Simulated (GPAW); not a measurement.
# The basis that the transmission of a Ag chain with one Zn atom in line needs

Aim: T(E), conductance and thermopower of a Ag chain with one Zn atom in line, and what cheaper settings cost in accuracy.

Program: GPAW 26.7.0. Level of theory: GPAW LCAO, PAW setups; Landauer transmission from Green's functions with principal layers (ASE), zero bias. Results are calculated unless marked as measured.

## 1. The structure

The cell holds 13 atoms: 12 Ag and 1 Zn. Its edges and angles: a = 9.000 Å, b = 9.000 Å, c = 34.470 Å, α = 90.0°, β = 90.0°, γ = 90.0°. Regions: left lead, 6 atoms (6 Ag); channel, 1 atom (1 Zn); right lead, 6 atoms (6 Ag). Vacuum lies along a and b. The structure is stacked along c, and the current runs across the ab planes.

Coordinates:

```cif
data_structure
_symmetry_space_group_name_H-M 'P 1'
_symmetry_Int_Tables_number 1
_cell_length_a 9.0000
_cell_length_b 9.0000
_cell_length_c 34.4696
_cell_angle_alpha 90.000
_cell_angle_beta 90.000
_cell_angle_gamma 90.000
_cell_volume 2792.04
loop_
_atom_site_label
_atom_site_type_symbol
_atom_site_fract_x
_atom_site_fract_y
_atom_site_fract_z
_atom_site_occupancy
Ag1 Ag 0.50000 0.50000 0.03858 1
Ag2 Ag 0.50000 0.50000 0.11575 1
Ag3 Ag 0.50000 0.50000 0.19292 1
Ag4 Ag 0.50000 0.50000 0.27009 1
Ag5 Ag 0.50000 0.50000 0.34726 1
Ag6 Ag 0.50000 0.50000 0.42443 1
Zn7 Zn 0.50000 0.50000 0.50000 1
Ag8 Ag 0.50000 0.50000 0.57557 1
Ag9 Ag 0.50000 0.50000 0.65274 1
Ag10 Ag 0.50000 0.50000 0.72991 1
Ag11 Ag 0.50000 0.50000 0.80708 1
Ag12 Ag 0.50000 0.50000 0.88425 1
Ag13 Ag 0.50000 0.50000 0.96142 1
```

## 2. GPAW, dzp

Localised orbitals split the wire into layers that couple to their neighbours alone, which is what the Green's function method needs; double zeta with polarisation is the usual level for numbers.

run.py reads:

```python
import json
import numpy as np
from ase import Atoms
from ase.transport.calculators import TransportCalculator
from gpaw import GPAW, FermiDirac
from gpaw.lcao.tools import get_lcao_hamiltonian
from scipy.linalg import eigh

# The junction with lead layers at both ends, along the third cell vector
device = Atoms(
    ['Ag', 'Ag', 'Ag', 'Ag', 'Ag', 'Ag', 'Zn', 'Ag', 'Ag', 'Ag', 'Ag', 'Ag', 'Ag'],
    positions=[
        [4.50000, 4.50000, 1.33000],
        [4.50000, 4.50000, 3.99000],
        [4.50000, 4.50000, 6.65000],
        [4.50000, 4.50000, 9.31000],
        [4.50000, 4.50000, 11.97000],
        [4.50000, 4.50000, 14.63000],
        [4.50000, 4.50000, 17.23480],
        [4.50000, 4.50000, 19.83960],
        [4.50000, 4.50000, 22.49960],
        [4.50000, 4.50000, 25.15960],
        [4.50000, 4.50000, 27.81960],
        [4.50000, 4.50000, 30.47960],
        [4.50000, 4.50000, 33.13960]],
    cell=[[9.0, 0.0, 0.0], [0.0, 9.0, 0.0], [0.0, 0.0, 34.4696]],
    pbc=True)

# One principal layer of the lead: the first 4 atoms of the device
lead = Atoms(
    ['Ag', 'Ag', 'Ag', 'Ag'],
    positions=[
        [4.50000, 4.50000, 1.33000],
        [4.50000, 4.50000, 3.99000],
        [4.50000, 4.50000, 6.65000],
        [4.50000, 4.50000, 9.31000]],
    cell=[[9.0, 0.0, 0.0], [0.0, 9.0, 0.0], [0.0, 0.0, 10.64]],
    pbc=True)

settings = dict(mode='lcao', basis='dzp', xc='PBE', h=0.2,
                occupations=FermiDirac(0.1), maxiter=250,
                mixer=dict(beta=0.1, nmaxold=8, weight=100.0),
                convergence=dict(density=0.0001))
energies = np.arange(-2, 2 + 1e-9, 0.05)
eta = 0.0001
n1, n2 = 1, 1
# k and -k transmit alike, so half of the mesh across the current serves
mesh = [(i, j) for i in range(n1) for j in range(n2) if (i, j) <= (-i % n1, -j % n2)]
weights = np.array([1 if (i, j) == (-i % n1, -j % n2) else 2 for i, j in mesh]) / (n1 * n2)

# [... helper functions left out ...]
fermi_lead = ground_state(lead, (1, 1, 11), 'lead.txt')
fermi_device = ground_state(device, (1, 1, 3), 'device.txt')
# [... loop over the mesh left out, but for ...]
        # Shift the lead onto the potential of the device's first layer
        shift = ((H[:, 0, 0] - H0[:, 0, 0]) / S0[0, 0]).real.mean()
# [...]
kT = 8.617333e-5 * 200
bias = [0.1, 0.2, 0.5, 1.0, 1.5, 2.0]
# [... integrals and printing left out ...]
```

Command:

```bash
$ OMP_NUM_THREADS=1 OPENBLAS_NUM_THREADS=1 python run.py
```

The program printed:

```text
basis functions: device 345, principal layer 108
Fermi level: lead -3.7843 eV, device -3.6676 eV; lead shifted by -0.0026 eV
largest coupling past the next layer 3.56e-05 eV, largest misfit of the first layer 0.046 eV
  E-E_F (eV)   T (one spin)  [channel counts left out]
    -2.000    4.9643e-01
    -1.950    3.1879e-01
    -1.900    1.8840e-01
    -1.850    1.0352e-01
    -1.800    5.2453e-02
    -1.750    2.4214e-02
    -1.700    9.7936e-03
    -1.650    2.8983e-03
    -1.600    2.3420e-08
    -1.550    1.7927e-08
    -1.500    1.8017e-08
    -1.450    1.8189e-08
    -1.400    1.8413e-08
    -1.350    1.8683e-08
    -1.300    1.8984e-08
    -1.250    1.9243e-08
[...]
1.650    9.7965e-01
     1.700    9.7722e-01
     1.750    9.7464e-01
     1.800    9.7185e-01
     1.850    9.6891e-01
     1.900    9.6576e-01
     1.950    9.6241e-01
     2.000    9.5884e-01
conductance at 200 K: 0.98144 G0 a cell; thermopower -0.1882 uV/K
current from the zero-bias T(E) at 0.1 V: 7.6039 uA
current from the zero-bias T(E) at 0.2 V: 15.206 uA
current from the zero-bias T(E) at 0.5 V: 37.978 uA
current from the zero-bias T(E) at 1.0 V: 75.654 uA
current from the zero-bias T(E) at 1.5 V: 112.69 uA
current from the zero-bias T(E) at 2.0 V: 149.15 uA
```

Wall time 67 s (1 thread of Arm Neoverse V2, shared host); peak memory 1.3 GiB.

Numbers from this step:

```yaml
conductance: 0.9814 G₀
largest_coupling_past_the_next_principal_layer: 3.56e-5 eV
largest_misfit_of_the_first_principal_layer: 0.04583 eV
shift_that_aligns_the_lead: -0.002638 eV
basis_functions_of_the_junction: 345
basis_functions_of_a_principal_layer: 108
transmission_at_the_fermi_level_one_spin: 0.9815
```

One spin. Transmission, zone mean against energy, zero at the Fermi level:

energy (eV), transmission, zone mean and a bar:
```
   -2.000      0.496 ###############
   -1.800      0.052 ##
   -1.600      0.000 
   -1.400      0.000 
   -1.200      0.000 
   -1.050      0.984 ##############################
   -1.000      0.905 ###########################
   -0.800      0.888 ###########################
   -0.600      0.920 ############################
   -0.400      0.951 #############################
   -0.200      0.971 #############################
    0.000      0.982 #############################
    0.200      0.988 ##############################
    0.400      0.992 ##############################
    0.600      0.996 ##############################
    0.800      0.999 ##############################
    0.850      0.999 ##############################
    1.000      0.998 ##############################
    1.200      0.995 ##############################
    1.400      0.990 ##############################
    1.600      0.982 #############################
    1.800      0.972 #############################
    2.000      0.959 #############################
```

Not self-consistent under bias; the bias window is split evenly. The current through one cell, from the zero-bias transmission by bias:

| bias (V) | current through one cell, from the zero-bias transmission (μA) |
| --- | --- |
| 0.100 | 7.60 |
| 0.200 | 15.2 |
| 0.500 | 38.0 |
| 1.000 | 75.7 |
| 1.500 | 113 |
| 2.000 | 149 |

The transmission of the three most open eigenchannels by energy, zero at the Fermi level:

| energy (eV) | channel 1 | channel 2 | channel 3 |
| --- | --- | --- | --- |
| -2.00 | 0.489 | 0.00385 | 0.00385 |
| -1.85 | 0.102 | 9.1e-4 | 9.1e-4 |
| -1.70 | 0.00979 | 1.7e-8 | 1.1e-12 |
| -1.60 | 1.8e-8 | 5.5e-9 | 1.1e-12 |
| -1.45 | 1.8e-8 | 1.1e-12 | 1.1e-12 |
| -1.30 | 1.9e-8 | 1.0e-12 | 1.0e-12 |
| -1.15 | 1.6e-8 | 6.9e-11 | 1.0e-12 |
| -1.05 | 0.984 | 2.8e-6 | 6.5e-12 |
| -0.90 | 0.877 | 1.0e-8 | 1.0e-12 |
| -0.75 | 0.895 | 1.4e-8 | 0 |
| -0.60 | 0.920 | 1.5e-8 | 0 |
| -0.50 | 0.936 | 1.5e-8 | 0 |
| -0.35 | 0.957 | 1.6e-8 | 0 |
| -0.20 | 0.971 | 1.6e-8 | 0 |
| -0.05 | 0.980 | 1.6e-8 | 0 |
| 0.00 | 0.982 | 1.6e-8 | 0 |
| 0.05 | 0.983 | 1.6e-8 | 0 |
| 0.20 | 0.988 | 1.7e-8 | 0 |
| 0.35 | 0.991 | 1.7e-8 | 0 |
| 0.50 | 0.995 | 1.7e-8 | 0 |
| 0.60 | 0.996 | 1.7e-8 | 0 |
| 0.75 | 0.998 | 1.7e-8 | 0 |
| 0.90 | 0.999 | 1.7e-8 | 0 |
| 1.05 | 0.998 | 1.7e-8 | 0 |
| 1.15 | 0.996 | 1.7e-8 | 0 |
| 1.30 | 0.993 | 1.7e-8 | 0 |
| 1.45 | 0.988 | 1.7e-8 | 0 |
| 1.60 | 0.982 | 1.7e-8 | 0 |
| 1.70 | 0.977 | 1.7e-8 | 0 |
| 1.85 | 0.969 | 1.7e-8 | 0 |
| 2.00 | 0.959 | 1.7e-8 | 0 |

Couplings past the next layer reach 3.6e-5 eV, small enough to drop; the matrix elements of the cell's first layer differ from the bulk lead's by up to 0.046 eV. That layer keeps its own values in the calculation, and only beyond it is the lead taken as perfect. The Fermi levels of lead and junction count from different zeros of potential, one for each periodic cell; with both set to zero, the small remaining shift is what aligns them. By hand: G = 0.9814 × 77.48 μS = 76.0 μS, a resistance of 13.2 kΩ; at 0.1 V a linear junction would pass 7.60 μA, and the integral over the bias window gives 7.60 μA.

## 3. Single-zeta polarised basis

One radial function a shell plus polarisation makes the matrices smaller; the question is what that costs.

Edit run.py of step 2 so:

```diff
@@ -39,3 +39,3 @@
 
-settings = dict(mode='lcao', basis='dzp', xc='PBE', h=0.2,
+settings = dict(mode='lcao', basis='szp(dzp)', xc='PBE', h=0.2,
                 occupations=FermiDirac(0.1), maxiter=250,
```

The program printed:

```text
basis functions: device 192, principal layer 60
Fermi level: lead -3.7331 eV, device -3.6243 eV; lead shifted by -0.0026 eV
largest coupling past the next layer 3.56e-05 eV, largest misfit of the first layer 0.040 eV
  E-E_F (eV)   T (one spin)  [channel counts left out]
    -2.000    5.1951e-01
    -1.950    3.4978e-01
    -1.900    2.1769e-01
    -1.850    1.2648e-01
    -1.800    6.8551e-02
    -1.750    3.3705e-02
    -1.700    1.5690e-02
    -1.650    6.2970e-03
    -1.600    1.1704e-03
    -1.550    2.7182e-08
    -1.500    2.7333e-08
    -1.450    2.7570e-08
    -1.400    2.7860e-08
    -1.350    2.8208e-08
    -1.300    2.8629e-08
    -1.250    2.9136e-08
[...]
1.650    9.7569e-01
     1.700    9.7303e-01
     1.750    9.7023e-01
     1.800    9.6721e-01
     1.850    9.6404e-01
     1.900    9.6067e-01
     1.950    9.5710e-01
     2.000    9.5329e-01
conductance at 200 K: 0.98342 G0 a cell; thermopower -0.1706 uV/K
current from the zero-bias T(E) at 0.1 V: 7.6193 uA
current from the zero-bias T(E) at 0.2 V: 15.237 uA
current from the zero-bias T(E) at 0.5 V: 38.06 uA
current from the zero-bias T(E) at 1.0 V: 75.845 uA
current from the zero-bias T(E) at 1.5 V: 112.97 uA
current from the zero-bias T(E) at 2.0 V: 149.4 uA
```

Elapsed: 41 s, on 1 thread; peak memory 1.2 GiB.

This step gave:

* conductance: 0.9834 G₀
* largest misfit of the first principal layer: 0.03984 eV
* shift that aligns the lead: -0.002629 eV
* basis functions of the junction: 192
* basis functions of a principal layer: 60
* transmission at the Fermi level (one spin): 0.9835

One spin. Table of transmission, zone mean by energy, zero at the Fermi level:

energy (eV), transmission, zone mean and a bar:
```
   -2.000      0.520 ################
   -1.800      0.069 ##
   -1.600      0.001 
   -1.400      0.000 
   -1.200      0.000 
   -1.050      0.988 ##############################
   -1.000      0.903 ###########################
   -0.800      0.887 ###########################
   -0.600      0.924 ############################
   -0.400      0.956 #############################
   -0.200      0.974 #############################
    0.000      0.983 ##############################
    0.200      0.989 ##############################
    0.400      0.994 ##############################
    0.600      0.997 ##############################
    0.800      0.999 ##############################
    1.000      0.998 ##############################
    1.200      0.994 ##############################
    1.400      0.987 ##############################
    1.600      0.978 #############################
    1.800      0.967 #############################
    2.000      0.953 #############################
```

Not self-consistent under bias; the bias window is split evenly. The current through one cell, from the zero-bias transmission by bias:

| bias (V) | current through one cell, from the zero-bias transmission (μA) |
| --- | --- |
| 0.100 | 7.62 |
| 0.200 | 15.2 |
| 0.500 | 38.1 |
| 1.000 | 75.8 |
| 1.500 | 113 |
| 2.000 | 149 |

Transmission of the three most open eigenchannels against energy, zero at the Fermi level:

| energy (eV) | channel 1 | channel 2 | channel 3 |
| --- | --- | --- | --- |
| -2.00 | 0.508 | 0.00587 | 0.00587 |
| -1.85 | 0.123 | 0.00194 | 0.00194 |
| -1.70 | 0.0157 | 2.6e-8 | 0 |
| -1.60 | 0.00117 | 2.7e-8 | 0 |
| -1.45 | 2.8e-8 | 0 | 0 |
| -1.30 | 2.9e-8 | 0 | 0 |
| -1.15 | 2.9e-8 | 4.2e-11 | 0 |
| -1.05 | 0.988 | 4.2e-8 | 0 |
| -0.90 | 0.873 | 2.3e-8 | 0 |
| -0.75 | 0.896 | 2.5e-8 | 0 |
| -0.60 | 0.924 | 2.6e-8 | 0 |
| -0.50 | 0.941 | 2.7e-8 | 0 |
| -0.35 | 0.962 | 2.7e-8 | 0 |
| -0.20 | 0.974 | 2.8e-8 | 0 |
| -0.05 | 0.982 | 2.8e-8 | 0 |
| 0.00 | 0.983 | 2.8e-8 | 0 |
| 0.05 | 0.985 | 2.9e-8 | 0 |
| 0.20 | 0.989 | 2.9e-8 | 0 |
| 0.35 | 0.993 | 2.9e-8 | 0 |
| 0.50 | 0.996 | 3.0e-8 | 0 |
| 0.60 | 0.997 | 3.0e-8 | 0 |
| 0.75 | 0.999 | 3.0e-8 | 0 |
| 0.90 | 0.999 | 3.1e-8 | 0 |
| 1.05 | 0.997 | 3.1e-8 | 0 |
| 1.15 | 0.995 | 3.1e-8 | 0 |
| 1.30 | 0.991 | 3.1e-8 | 0 |
| 1.45 | 0.985 | 3.2e-8 | 0 |
| 1.60 | 0.978 | 3.2e-8 | 0 |
| 1.70 | 0.973 | 3.2e-8 | 0 |
| 1.85 | 0.964 | 3.2e-8 | 0 |
| 2.00 | 0.953 | 3.3e-8 | 0 |

The conductance, 0.983 G₀, lies 0.2 % above that of the dzp run.

## 4. Minimal basis

One function for each valence shell of the setup, as for a first survey of a large system.

Edit run.py of step 3 so:

```diff
@@ -39,3 +39,3 @@
 
-settings = dict(mode='lcao', basis='szp(dzp)', xc='PBE', h=0.2,
+settings = dict(mode='lcao', basis='sz(dzp)', xc='PBE', h=0.2,
                 occupations=FermiDirac(0.1), maxiter=250,
```

The program printed:

```text
basis functions: device 153, principal layer 48
Fermi level: lead -3.7330 eV, device -3.6354 eV; lead shifted by -0.0022 eV
largest coupling past the next layer 3.59e-05 eV, largest misfit of the first layer 0.036 eV
  E-E_F (eV)   T (one spin)  [channel counts left out]
    -2.000    5.3726e-01
    -1.950    3.8565e-01
    -1.900    2.6173e-01
[...]
1.950    9.6038e-01
     2.000    9.5659e-01
conductance at 200 K: 0.98213 G0 a cell; thermopower -0.1586 uV/K
current from the zero-bias T(E) at 0.1 V: 7.6093 uA
current from the zero-bias T(E) at 0.2 V: 15.217 uA
current from the zero-bias T(E) at 0.5 V: 38.019 uA
current from the zero-bias T(E) at 1.0 V: 75.837 uA
current from the zero-bias T(E) at 1.5 V: 113.21 uA
current from the zero-bias T(E) at 2.0 V: 150.32 uA
```

Run time: 34 s. Hardware: 1 thread; peak memory 1.2 GiB.

This step gave:

- conductance: 0.9821 G₀
- largest coupling past the next principal layer: 3.59e-5 eV
- largest misfit of the first principal layer: 0.03560 eV
- shift that aligns the lead: -0.002227 eV
- basis functions of the junction: 153
- basis functions of a principal layer: 48
- transmission at the Fermi level (one spin): 0.9822

The conductance equals that of the dzp run to 0.2 %.

## 5. LDA in the dzp basis: xc = "LDA"

Back in the dzp basis, the functional changes from PBE to LDA, to set the spread between functionals beside that between bases.

Edit run.py of step 4 so:

```diff
@@ -39,3 +39,3 @@
 
-settings = dict(mode='lcao', basis='sz(dzp)', xc='PBE', h=0.2,
+settings = dict(mode='lcao', basis='dzp', xc='LDA', h=0.2,
                 occupations=FermiDirac(0.1), maxiter=250,
```

The program printed:

```text
basis functions: device 345, principal layer 108
Fermi level: lead -4.1931 eV, device -4.0729 eV; lead shifted by -0.0030 eV
largest coupling past the next layer 3.39e-05 eV, largest misfit of the first layer 0.048 eV
  E-E_F (eV)   T (one spin)  [channel counts left out]
    -2.000    7.7654e-01
    -1.950    6.0114e-01
    -1.900    4.2388e-01
[...]
1.950    9.6657e-01
     2.000    9.6308e-01
conductance at 200 K: 0.97918 G0 a cell; thermopower -0.1848 uV/K
current from the zero-bias T(E) at 0.1 V: 7.5864 uA
current from the zero-bias T(E) at 0.2 V: 15.171 uA
current from the zero-bias T(E) at 0.5 V: 37.889 uA
current from the zero-bias T(E) at 1.0 V: 75.468 uA
current from the zero-bias T(E) at 1.5 V: 112.4 uA
current from the zero-bias T(E) at 2.0 V: 148.27 uA
```

The job ended after 60 s (1 thread; peak memory 1.3 GiB).

This step gave:

- conductance: 0.9792 G₀
- largest coupling past the next principal layer: 3.39e-5 eV
- largest misfit of the first principal layer: 0.04807 eV
- shift that aligns the lead: -0.002959 eV
- basis functions of the junction: 345
- basis functions of a principal layer: 108
- transmission at the Fermi level (one spin): 0.9793

The conductance, 0.979 G₀, lies 0.2 % below that of the dzp run.

## 6. All levels side by side

Times are for 1 thread of Arm Neoverse V2, shared host. The runs compared:

| no. | run | conductance (G₀) | time | memory (GiB) |
| --- | --- | --- | --- | --- |
| 1 | dzp | 0.9814 | 67 s | 1.3 |
| 2 | szp | 0.9834 | 41 s | 1.2 |
| 3 | sz | 0.9821 | 34 s | 1.2 |
| 4 | dzp LDA | 0.9792 | 60 s | 1.3 |

## 7. Comparison

The curves are compared point by point over the common energies.

This step: comparison of transmission and cost over codes and levels (GPAW 26.7.0).

Ladder, by row:

| step | code | T at the Fermi level (sum over the listed spins) | conductance (G0) | r.m.s. T(E) from the first | wall time (s) | peak memory (GiB) | threads |
| --- | --- | --- | --- | --- | --- | --- | --- |
| dzp | GPAW | 0.9815 | 0.9814 | 0 | 66.63 | 1.29 | 1 |
| szp | GPAW | 0.9835 | 0.9834 | 0.006876 | 40.69 | 1.23 | 1 |
| sz | GPAW | 0.9822 | 0.9821 | 0.02429 | 33.62 | 1.19 | 1 |
| dzp-LDA | GPAW | 0.9793 | 0.9792 | 0.1234 | 60.26 | 1.29 | 1 |

The transmission, zone mean, sum over the listed spins by energy, zero at the Fermi level:

| energy (eV) | dzp | szp | sz | dzp-LDA |
| --- | --- | --- | --- | --- |
| -2.00 | 0.496 | 0.520 | 0.537 | 0.777 |
| -1.85 | 0.104 | 0.126 | 0.171 | 0.276 |
| -1.70 | 0.00979 | 0.0157 | 0.0408 | 0.0512 |
| -1.50 | 1.8e-8 | 2.7e-8 | 0.00330 | 8.2e-4 |
| -1.35 | 1.9e-8 | 2.8e-8 | 8.2e-12 | 1.8e-8 |
| -1.20 | 1.9e-8 | 3.0e-8 | 7.6e-12 | 1.9e-8 |
| -1.05 | 0.984 | 0.988 | 0.864 | 1.9e-4 |
| -0.90 | 0.877 | 0.873 | 0.914 | 0.875 |
| -0.70 | 0.903 | 0.905 | 0.923 | 0.898 |
| -0.55 | 0.928 | 0.933 | 0.942 | 0.924 |
| -0.40 | 0.951 | 0.956 | 0.959 | 0.948 |
| -0.25 | 0.967 | 0.971 | 0.971 | 0.965 |
| -0.10 | 0.977 | 0.980 | 0.979 | 0.975 |
| 0.00 | 0.982 | 0.983 | 0.982 | 0.979 |
| 0.10 | 0.985 | 0.987 | 0.985 | 0.982 |
| 0.25 | 0.989 | 0.990 | 0.989 | 0.986 |
| 0.40 | 0.992 | 0.994 | 0.992 | 0.990 |
| 0.55 | 0.996 | 0.997 | 0.995 | 0.994 |
| 0.70 | 0.998 | 0.998 | 0.998 | 0.997 |
| 0.85 | 0.999 | 0.999 | 0.999 | 0.999 |
| 0.90 | 0.999 | 0.999 | 0.999 | 0.999 |
| 1.05 | 0.998 | 0.997 | 0.998 | 0.999 |
| 1.20 | 0.995 | 0.994 | 0.995 | 0.997 |
| 1.35 | 0.991 | 0.989 | 0.991 | 0.993 |
| 1.50 | 0.986 | 0.983 | 0.985 | 0.989 |
| 1.70 | 0.977 | 0.973 | 0.976 | 0.981 |
| 1.85 | 0.969 | 0.964 | 0.967 | 0.973 |
| 2.00 | 0.959 | 0.953 | 0.957 | 0.963 |

(Part 1 of 2 ends here.)

[Logs are printed without paths, hosts, clocks, repeated set-up lines and the standing remarks that a program may print on its own settings, such as how far it seeks lower states.]

[Hosts, paths, dates, database ids (printed as entryN), source tags and the programs' standing remarks are cut or masked in the printed files.]
